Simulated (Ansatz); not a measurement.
# K on Ag(100): change of the work function

How does one ordered layer of K (hollow site) change the work function of Ag(100), and what dipole does each adsorbate carry?

Program: Ansatz 0.2.0. Level of theory: plane-wave DFT, PBE, Ansatz PAW. Results are calculated unless marked as measured.

### 1. Set-up

The cell holds 4 atoms: 4 Ag. Cell: a = 2.892 Å, b = 2.892 Å, c = 24.135 Å, α = 90.0°, β = 90.0°, γ = 90.0°. Vacuum lies along c.

### 2. The clean slab

The bare slab comes first, as the zero from which every change is counted. The two lowest layers are held at bulk places and the upper ones relax. The dipole correction removes the false field that a one-sided slab makes across the periodic vacuum, so each face gets a flat vacuum level of its own.

The input, input.yaml:

```yaml
crystal:
  lattice:
    - [2.8920667351, 0.0, 0.0]
    - [0.0, 2.8920667351, 0.0]
    - [0.0, 0.0, 24.135]
  atoms:
    - { symbol: Ag, position: [0.5, 0.5, 0.3729024239] }
    - { symbol: Ag, position: [0.0, 0.0, 0.4576341413] }
    - { symbol: Ag, position: [0.5, 0.5, 0.5423658587] }
    - { symbol: Ag, position: [0.0, 0.0, 0.6270975761] }
kpoints:
  mp_grid: { grid: [12, 12, 1] }
hamiltonian:
  xc: pbe
scf:
  occupations: { method: fermi_dirac, width: 0.1 }
  convergence: { dr2_threshold: 1.0e-08 }
efield:
  axis: 3
  dipole_correction: true
  ramp_position: 0.97
  ramp_width: 0.06
relax:
  f_tol: 0.02
  max_steps: 60
  constraints: [{ sites: [0, 1] }]
output:
  write_potential: true
  write_density: true
  volumetric_format: npy
```

Run with:

```console
$ ansatz run input.yaml --threads 4 --pin off --max-ram 6144MiB --backend cpu --events-out ev --progress --plain --runs-dir out
```

Numbers of over 12 decimals in the logs are rounded to 6 here.

Log:

```text
Engine: ansatz 0.2.0, x86_64-unknown-linux-gnu
Pseudopotentials: kind: paw
Pseudopotential: Ag, paw, valence charge 19, recommended cutoff 420 eV (normal), Ag.paw.azcp
Functional definition: PBE
  parameter kappa = 0.804
  parameter beta = 0.066725
  exchange = pbe_x(kappa = kappa, mu = beta*pi^2/3)
  correlation = pbe_c(beta = beta)
Crystal: 4 atoms, lattice volume = 201.866 Å³
Basis set: ecut = 420 eV, 3917 PW (Γ), exchange–correlation on 40×40×324 points (8 copies of the dense FFT grid, shifted against one another)
Bands: 46, of which v1, the nominal top of the filled ones, is band 38 counted from 1 (37 counted from 0)
Symmetry: 8 space group operations
k-points: 28 of 144
Non-local potential: Ag, projectors of the file, l = 0: 3, l = 1: 2, l = 2: 2, l = 3: 1
PAW form: soft (Blöchl's): semilocal exchange-correlation on the pseudo side does not see the compensation charge
PAW one-centre angular grid: Ag, 590 points (default); XC on 64 Gauss nodes
Initial density: superposition of atomic densities (neutral atoms: chi_scale 0, normalization atom), corrected by the library's trained network
Initial wavefunctions: pseudopotential atomic-orbital guess
Functional: x = pbe(κ = 0.804, μ = 0.219515), c = pbe(β = 0.066725)
SCF iter   1: F=—  HF=-30361.340084 eV  |F-HF|=—  |Δ(HF+E_count)|=         —  Δρ=9.03e-4  dr2=2.92e-3  ethr=1.77e-3  p=0.000 e·Å  D=3.97e-13 V/Å  ΔV_dip=-0.00 eV  dr2_dipole=4.44e-9  V_vac-E_F(+/−)=4.19/4.19 eV  ⟨swp⟩=7.9  Hψ=5507  notcnv=0  defer=6
efield: sawtooth ramp at fractional position 0.9700 (set: `efield.ramp_position`, or a place that a band, a saddle search or an elastic batch's reference lends), width 0.0600; the density the first Hamiltonian is built on has a dipole p = 0.000 e·Å; the dipole correction subtracts the counter field D = 3.97e-13 V/Å, which shifts the + side's vacuum level by -0.00 eV against the − side's; the planar-averaged density in the ramp window peaks in size at 4.8e-6 e/Å³
preconditioner: auto → LDOS  [metal: Δε(μ)=0.119 eV  Ē_g=9.007 eV  σ=0.100 eV  W_gap=0.28  n_scr=44 (ndim 8)  ℏωp=17.3 eV  f_vac=0.610  D(μ)=1.07/eV (n_scr^D=6)  β→1.0]
SCF iter   2: F=—  HF=-30361.345099 eV  |F-HF|=—  |Δ(HF+E_count)|=   5.02e-3  Δρ=8.96e-4  dr2=1.74e-3  ethr=3.84e-6  p=-0.000 e·Å  D=-7.64e-6 V/Å  ΔV_dip=0.00 eV  dr2_dipole=1.72e-9  V_vac-E_F(+/−)=4.23/4.23 eV  ⟨swp⟩=3.0  Hψ=3082  notcnv=0  defer=35
SCF iter   3: F=—  HF=-30361.344741 eV  |F-HF|=—  |Δ(HF+E_count)|=   3.58e-4  Δρ=3.66e-4  dr2=2.21e-4  ethr=2.29e-6  p=-0.000 e·Å  D=-3.20e-6 V/Å  ΔV_dip=0.00 eV  dr2_dipole=1.41e-9  V_vac-E_F(+/−)=4.23/4.23 eV  ⟨swp⟩=2.1  Hψ=2096  notcnv=0  defer=35
SCF iter   4: F=—  HF=-30361.344703 eV  |F-HF|=—  |Δ(HF+E_count)|=   3.79e-5  Δρ=5.37e-5  dr2=7.54e-6  ethr=2.91e-7  p=-0.000 e·Å  D=-1.94e-6 V/Å  ΔV_dip=0.00 eV  dr2_dipole=2.69e-10  V_vac-E_F(+/−)=4.23/4.23 eV  ⟨swp⟩=2.1  Hψ=1960  notcnv=0  defer=35
SCF iter   5: F=—  HF=-30361.344706 eV  |F-HF|=—  |Δ(HF+E_count)|=   2.68e-6  Δρ=2.23e-5  dr2=1.20e-6  ethr=9.92e-9  p=-0.000 e·Å  D=-8.38e-7 V/Å  ΔV_dip=0.00 eV  dr2_dipole=2.87e-11  V_vac-E_F(+/−)=4.23/4.23 eV  ⟨swp⟩=2.3  Hψ=2137  notcnv=0  defer=35
SCF iter   6: F=—  HF=-30361.344706 eV  |F-HF|=—  |Δ(HF+E_count)|=   1.67e-7  Δρ=7.89e-6  dr2=1.50e-7  ethr=1.58e-9  p=-0.000 e·Å  D=-3.00e-7 V/Å  ΔV_dip=0.00 eV  dr2_dipole=1.10e-12  V_vac-E_F(+/−)=4.23/4.23 eV  ⟨swp⟩=2.0  Hψ=1850  notcnv=0  defer=35
SCF iter   7: F=-30361.344706 eV  HF=-30361.344706 eV  |F-HF|=1.88e-8  |Δ(HF+E_count)|=   2.77e-8  Δρ=2.32e-6  dr2=9.51e-9  ethr=1.32e-11  p=-0.000 e·Å  D=-1.48e-7 V/Å  ΔV_dip=0.00 eV  dr2_dipole=4.74e-14  V_vac-E_F(+/−)=4.23/4.23 eV  ⟨swp⟩=7.3  Hψ=8723  notcnv=0
SCF 1 converged in 7 iterations: F = -30361.344706 eV  dr2 = 9.51e-9
  greatest PAW one-centre occupation: 1.000 electrons in one spin orbital (limit 2), on the Ag atom at site 1 (counted from 0), in its partial waves of l = 0
relax step   1: F+E_penalty+E_count = -30361.34470629 eV  Δ(F+E_penalty+E_count) = +0.000e0 eV  max|allowed force component| = 1.102e-1 eV/Å  Δτ_max = 0.0000 Å  (7 SCF iters, accepted)
Initial density: handed on by an earlier stage of this run
Initial wavefunctions: those handed on with the density
iter 1 solved again at ethr=3.44e-5 eV; its pass at ethr=3.10e-3 eV (dr2=2.61e-2 eV) is discarded
SCF iter   1: F=—  HF=-30361.358101 eV  |F-HF|=—  |Δ(HF+E_count)|=         —  Δρ=3.49e-3  dr2=2.40e-2  ethr=3.44e-5  p=0.000 e·Å  D=1.08e-7 V/Å  ΔV_dip=-0.00 eV  dr2_dipole=3.97e-5  V_vac-E_F(+/−)=4.24/4.24 eV  ⟨swp⟩=2.0  Hψ=5174  notcnv=0  defer=46
efield: sawtooth ramp at fractional position 0.9700 (set: `efield.ramp_position`, or a place that a band, a saddle search or an elastic batch's reference lends), width 0.0600; the density the first Hamiltonian is built on has a dipole p = 0.000 e·Å; the dipole correction subtracts the counter field D = 1.08e-7 V/Å, which shifts the + side's vacuum level by -0.00 eV against the − side's; the planar-averaged density in the ramp window peaks in size at 6.4e-7 e/Å³
preconditioner: auto → LDOS  [metal: Δε(μ)=0.119 eV  Ē_g=8.924 eV  σ=0.100 eV  W_gap=0.29  n_scr=44 (ndim 8)  ℏωp=17.3 eV  f_vac=0.604  D(μ)=1.17/eV (n_scr^D=6)  β→1.0]
SCF iter   2: F=—  HF=-30361.356349 eV  |F-HF|=—  |Δ(HF+E_count)|=   1.75e-3  Δρ=2.86e-3  dr2=3.09e-2  ethr=3.16e-5  p=0.002 e·Å  D=1.76e-3 V/Å  ΔV_dip=-0.04 eV  dr2_dipole=4.06e-3  V_vac-E_F(+/−)=4.19/4.23 eV  ⟨swp⟩=2.0  Hψ=2336  notcnv=0  defer=46
SCF iter   3: F=—  HF=-30361.350078 eV  |F-HF|=—  |Δ(HF+E_count)|=   6.27e-3  Δρ=5.21e-4  dr2=9.87e-4  ethr=3.16e-5  p=-0.000 e·Å  D=-2.51e-4 V/Å  ΔV_dip=0.01 eV  dr2_dipole=1.99e-4  V_vac-E_F(+/−)=4.24/4.24 eV  ⟨swp⟩=2.0  Hψ=1949  notcnv=0  defer=46
SCF iter   4: F=—  HF=-30361.350181 eV  |F-HF|=—  |Δ(HF+E_count)|=   1.02e-4  Δρ=6.32e-4  dr2=7.38e-4  ethr=1.30e-6  p=-0.000 e·Å  D=-2.97e-4 V/Å  ΔV_dip=0.01 eV  dr2_dipole=1.08e-7  V_vac-E_F(+/−)=4.24/4.24 eV  ⟨swp⟩=2.0  Hψ=2295  notcnv=0  defer=46
SCF iter   5: F=—  HF=-30361.349980 eV  |F-HF|=—  |Δ(HF+E_count)|=   2.01e-4  Δρ=3.60e-5  dr2=2.35e-6  ethr=9.71e-7  p=-0.001 e·Å  D=-5.46e-4 V/Å  ΔV_dip=0.01 eV  dr2_dipole=2.99e-7  V_vac-E_F(+/−)=4.25/4.24 eV  ⟨swp⟩=2.0  Hψ=2232  notcnv=0  defer=46
SCF iter   6: F=—  HF=-30361.350015 eV  |F-HF|=—  |Δ(HF+E_count)|=   3.53e-5  Δρ=1.30e-5  dr2=3.16e-7  ethr=3.10e-9  p=-0.001 e·Å  D=-5.70e-4 V/Å  ΔV_dip=0.01 eV  dr2_dipole=1.51e-8  V_vac-E_F(+/−)=4.25/4.24 eV  ⟨swp⟩=3.0  Hψ=2323  notcnv=0  defer=49
SCF iter   7: F=—  HF=-30361.350015 eV  |F-HF|=—  |Δ(HF+E_count)|=   3.22e-7  Δρ=3.73e-6  dr2=3.71e-8  ethr=4.15e-10  p=-0.001 e·Å  D=-5.79e-4 V/Å  ΔV_dip=0.01 eV  dr2_dipole=1.28e-9  V_vac-E_F(+/−)=4.25/4.24 eV  ⟨swp⟩=2.0  Hψ=1866  notcnv=0  defer=51
SCF iter   8: F=-30361.350015 eV  HF=-30361.350015 eV  |F-HF|=9.98e-9  |Δ(HF+E_count)|=   2.02e-8  Δρ=1.51e-6  dr2=4.03e-9  ethr=1.32e-11  p=-0.001 e·Å  D=-5.85e-4 V/Å  ΔV_dip=0.01 eV  dr2_dipole=9.77e-11  V_vac-E_F(+/−)=4.25/4.24 eV  ⟨swp⟩=9.0  Hψ=7973  notcnv=0
SCF 2 converged in 8 iterations: F = -30361.350015 eV  dr2 = 4.03e-9
relax step   2: F+E_penalty+E_count = -30361.35001537 eV  Δ(F+E_penalty+E_count) = -5.309e-3 eV  max|allowed force component| = 8.596e-2 eV/Å  Δτ_max = 0.1538 Å  (8 SCF iters, accepted)
SCF iter   1: F=—  HF=-30361.354391 eV  |F-HF|=—  |Δ(HF+E_count)|=         —  Δρ=1.45e-3  dr2=4.45e-3  ethr=5.34e-5  p=-0.001 e·Å  D=-5.85e-4 V/Å  ΔV_dip=0.01 eV  dr2_dipole=5.19e-5  V_vac-E_F(+/−)=4.25/4.23 eV  ⟨swp⟩=4.6  Hψ=3474  notcnv=0  defer=50
efield: sawtooth ramp at fractional position 0.9700 (set: `efield.ramp_position`, or a place that a band, a saddle search or an elastic batch's reference lends), width 0.0600; the density the first Hamiltonian is built on has a dipole p = -0.001 e·Å; the dipole correction subtracts the counter field D = -5.85e-4 V/Å, which shifts the + side's vacuum level by +0.01 eV against the − side's; the planar-averaged density in the ramp window peaks in size at 4.0e-7 e/Å³
preconditioner: auto → LDOS  [metal: Δε(μ)=0.130 eV  Ē_g=8.950 eV  σ=0.100 eV  W_gap=0.31  n_scr=44 (ndim 8)  ℏωp=17.3 eV  f_vac=0.606  D(μ)=1.11/eV (n_scr^D=6)  β→1.0]
SCF iter   2: F=—  HF=-30361.354270 eV  |F-HF|=—  |Δ(HF+E_count)|=   1.21e-4  Δρ=1.33e-3  dr2=5.72e-3  ethr=5.85e-6  p=-0.002 e·Å  D=-1.43e-3 V/Å  ΔV_dip=0.03 eV  dr2_dipole=3.82e-4  V_vac-E_F(+/−)=4.27/4.24 eV  ⟨swp⟩=2.3  Hψ=2617  notcnv=0  defer=50
SCF iter   3: F=—  HF=-30361.353010 eV  |F-HF|=—  |Δ(HF+E_count)|=   1.26e-3  Δρ=2.74e-4  dr2=1.68e-4  ethr=5.85e-6  p=-0.001 e·Å  D=-4.82e-4 V/Å  ΔV_dip=0.01 eV  dr2_dipole=1.17e-5  V_vac-E_F(+/−)=4.25/4.23 eV  ⟨swp⟩=2.0  Hψ=2030  notcnv=0  defer=50
SCF iter   4: F=—  HF=-30361.353012 eV  |F-HF|=—  |Δ(HF+E_count)|=   1.88e-6  Δρ=2.42e-4  dr2=1.03e-4  ethr=2.21e-7  p=-0.001 e·Å  D=-5.04e-4 V/Å  ΔV_dip=0.01 eV  dr2_dipole=3.86e-8  V_vac-E_F(+/−)=4.25/4.23 eV  ⟨swp⟩=2.6  Hψ=2285  notcnv=0  defer=50
SCF iter   5: F=—  HF=-30361.352987 eV  |F-HF|=—  |Δ(HF+E_count)|=   2.50e-5  Δρ=8.74e-5  dr2=1.41e-5  ethr=1.35e-7  p=-0.001 e·Å  D=-4.56e-4 V/Å  ΔV_dip=0.01 eV  dr2_dipole=8.83e-9  V_vac-E_F(+/−)=4.24/4.23 eV  ⟨swp⟩=2.0  Hψ=1676  notcnv=0  defer=50
SCF iter   6: F=—  HF=-30361.352987 eV  |F-HF|=—  |Δ(HF+E_count)|=   2.97e-7  Δρ=2.30e-5  dr2=1.02e-6  ethr=1.86e-8  p=-0.000 e·Å  D=-4.19e-4 V/Å  ΔV_dip=0.01 eV  dr2_dipole=2.19e-8  V_vac-E_F(+/−)=4.24/4.23 eV  ⟨swp⟩=2.0  Hψ=2110  notcnv=0  defer=50
SCF iter   7: F=—  HF=-30361.352989 eV  |F-HF|=—  |Δ(HF+E_count)|=   2.40e-6  Δρ=4.56e-6  dr2=5.35e-8  ethr=1.34e-9  p=-0.000 e·Å  D=-4.08e-4 V/Å  ΔV_dip=0.01 eV  dr2_dipole=6.92e-9  V_vac-E_F(+/−)=4.24/4.23 eV  ⟨swp⟩=2.0  Hψ=2053  notcnv=0  defer=50
SCF iter   8: F=-30361.352989 eV  HF=-30361.352989 eV  |F-HF|=3.71e-10  |Δ(HF+E_count)|=   3.54e-9  Δρ=1.26e-6  dr2=3.97e-9  ethr=1.32e-11  p=-0.000 e·Å  D=-4.02e-4 V/Å  ΔV_dip=0.01 eV  dr2_dipole=2.72e-10  V_vac-E_F(+/−)=4.24/4.23 eV  ⟨swp⟩=9.1  Hψ=8163  notcnv=0
SCF 3 converged in 8 iterations: F = -30361.352989 eV  dr2 = 3.97e-9
relax step   3: F+E_penalty+E_count = -30361.35298904 eV  Δ(F+E_penalty+E_count) = -2.974e-3 eV  max|allowed force component| = 6.064e-3 eV/Å  Δτ_max = 0.0609 Å  (8 SCF iters, accepted)
NSCF: frozen V_eff on 28 k-points
the band table was solved once a step of the walk had ended and its energy, with any forces and stress, was formed, with the checks that follow a solve (6830 applications of the Hamiltonian). They found nothing against the state; the energy, forces and stress were not computed again (output.eigenvalues in the input reference)
WARN: The output density's exchange-correlation potential varies sharply where the density is thin. Do not read a vacuum level from v_tot or v_xc, or from such a field of the output density. On a cell that repeats whose density bears no net charge and no dipole along the vacuum's axis use v_es (v_loc + v_h of the components); under efield.dipole_correction with no amplitude use v_es + v_field, which holds any externa [...]
SCF converged after 8 iterations
Free energy (F): -30361.352989 eV
Harris-Foulkes:  -30361.352989 eV  (|F-HF|=3.71e-10)
Internal energy: -30361.314367 eV  (E = F + TS)
E sigma→0 (E₀):  -30361.333678 eV
Entropy (-TS):   -0.038622 eV (-9.655 meV/atom)
Fermi energy:    3.092469 eV
Dipole field:    D = -0.000380 V/Å  (p = -0.000424 e·Å, saw-weighted, corrected)
Work function:   Φ+ = 4.2431 eV   Φ− = 4.2339 eV
Levels:          The Fermi level and band energies are counted from a zero that moves with the ramp; work functions are not
--- Per-component energies (eV) ---
  E_band       = -2008.033154
  E_kinetic    = 2108.706538
  E_local      = -119496.474579  (includes V_loc(G=0)·N_el)
  E_nonlocal   = 321.284071
  E_hartree    = 58822.081479
  E_xc         = -737.592717
  E_vxc        = -936.881143  (∫ρ·V_xc dr)
  E_paw        = -15609.609590  (= ΣΔE_a)
  E_vpaw       = -1648.829283  (= ΣTr[D̂ρ^β])
  E_aug_tail   = 0.001303  (compensation charges beyond the density's cutoff)
  E_efield     = 0.000000  (sawtooth field / dipole correction)
  E_vefield    = 0.001127  (∫n·V_field dr)
  E_ewald      = 44230.289129
  E_smearing   = -0.038622  (= −TS)
  E_closure    = -0.000000  (closes the sum)
  Σ components = -30361.352989   (vs F -30361.352989, Δ=0.00e0)
--- Forces (eV/Å), atoms counted from 1 ---
  atom   1  Ag    -0.00000000     0.00000000    -0.09067588
  atom   2  Ag    -0.00000000     0.00000000     0.08068782
  atom   3  Ag     0.00000000     0.00000000     0.00606432
  atom   4  Ag     0.00000000     0.00000000     0.00391748
  max |Σ_I F_I| component: 6.25e-6 eV/Å
--- Band table (eV; the first three rows and the last of 28) ---
  k-point 0: bands = [... 34 lower, 0.0459, 0.1262, 0.1943, 0.1943, 0.4083, 2.8425, 4.3409, 7.1872, ... 4 higher]
  k-point 1: bands = [... 34 lower, -0.0926, -0.0274, 0.0815, 0.2166, 0.7221, 3.0451, 4.6143, 7.3181, ... 4 higher]
  k-point 2: bands = [... 34 lower, -0.1400, -0.1245, 0.0515, 0.2137, 1.2303, 3.5782, 5.3249, 7.6855, ... 4 higher]
  k-point 27: bands = [... 34 lower, 0.5700, 0.5876, 5.5749, 5.5749, 7.4400, 7.4400, 9.8432, 9.8432, ... 4 higher]
--- Relaxed structure (3 steps of the walk, 3 accepted, 0 SCFs on fresh bases) ---
  F+E_penalty+E_count = -30361.35298904 eV   max|allowed force component| = 6.064e-3 eV/Å
  atoms:
    - { symbol: Ag, position: [0.5, 0.5, 0.3729024239] }
    - { symbol: Ag, position: [0.0, 0.0, 0.4576341413] }
    - { symbol: Ag, position: [0.5, 0.5, 0.544976] }
    - { symbol: Ag, position: [0, 0.0, 0.630949] }
```

Wall time 8.8 s (4 threads of AMD EPYC 9R14 (Zen 4), shared host); peak memory 0.64 GiB.

Step by step:

```
step  energy less that of the first step (eV)  largest force component (eV/Å)
   1                                   0.0000                          0.1102
   2                                  -0.0053                          0.0860
   3                                  -0.0083                          0.0061
```

The run keeps the 8 symmetry operations that it works with, so distortions that break them were not tested.

The atoms that moved most (Å):

```
atom     dx     dy     dz  length
 Ag4  0.000  0.000  0.093   0.093
 Ag3  0.000  0.000  0.063   0.063
```

Final coordinates:

```xyz
4
Lattice="2.8921 0.0000 0.0000 0.0000 2.8921 0.0000 0.0000 0.0000 24.1350" Properties=species:S:1:pos:R:3
Ag    1.4460    1.4460    9.0000
Ag    0.0000    0.0000   11.0450
Ag    1.4460    1.4460   13.1530
Ag    0.0000    0.0000   15.2279
```

This step gave:

```
energy at zero smearing   : -30361.3337 eV
work function, upper face : 4.243 eV
dipole along the normal   : -4.24e-4 e·Å
```

Running mean over 2.045 Å of the planar mean; the ramp of the sawtooth is left out. Table of electron's electrostatic potential energy less the Fermi level by z:

```
z (Å)  electron's electrostatic potential energy less the Fermi level (eV)
  3.0                                                                 4.23
  3.5                                                                 4.23
  4.0                                                                 4.23
  4.5                                                                 4.23
  5.0                                                                 4.23
  5.5                                                                 4.22
  6.0                                                                 4.18
  6.5                                                                 4.06
  7.0                                                                 3.63
  7.5                                                                 1.94
  8.0                                                                -1.25
  8.5                                                                -4.31
  9.0                                                                -5.66
  9.5                                                                -5.92
 10.0                                                                -5.98
 10.5                                                                -6.01
 11.0                                                                -5.98
 11.5                                                                -5.77
 12.0                                                                -5.59
 12.5                                                                -5.67
 13.0                                                                -5.89
 13.5                                                                -5.90
 14.0                                                                -5.79
 14.5                                                                -5.77
 15.0                                                                -5.75
 15.5                                                                -5.14
 16.0                                                                -2.77
 16.5                                                                0.614
 17.0                                                                 3.10
 17.5                                                                 3.94
 18.0                                                                 4.16
 18.5                                                                 4.22
 19.0                                                                 4.24
 19.5                                                                 4.24
 20.0                                                                 4.24
 20.5                                                                 4.24
 21.0                                                                 4.24
```

The relaxation took 3 steps and lowered the energy by 0.0083 eV; the largest force on the free atoms ends at 0.0061 eV/Å.

The work function of the upper face is 4.24 eV.

[end of part 1 of 2]

[Logs are printed without paths, hosts, clocks, repeated set-up lines and the standing remarks that a program may print on its own settings, such as how far it seeks lower states.]

[Hosts, paths, dates, database ids (printed as entryN), source tags and the programs' standing remarks are cut or masked in the printed files.]

[Maps of the electrostatic potential energy from Ansatz leave out the sawtooth potential of an applied field or a dipole correction, so their vacuum need not be flat; planar profiles and work functions include it.]
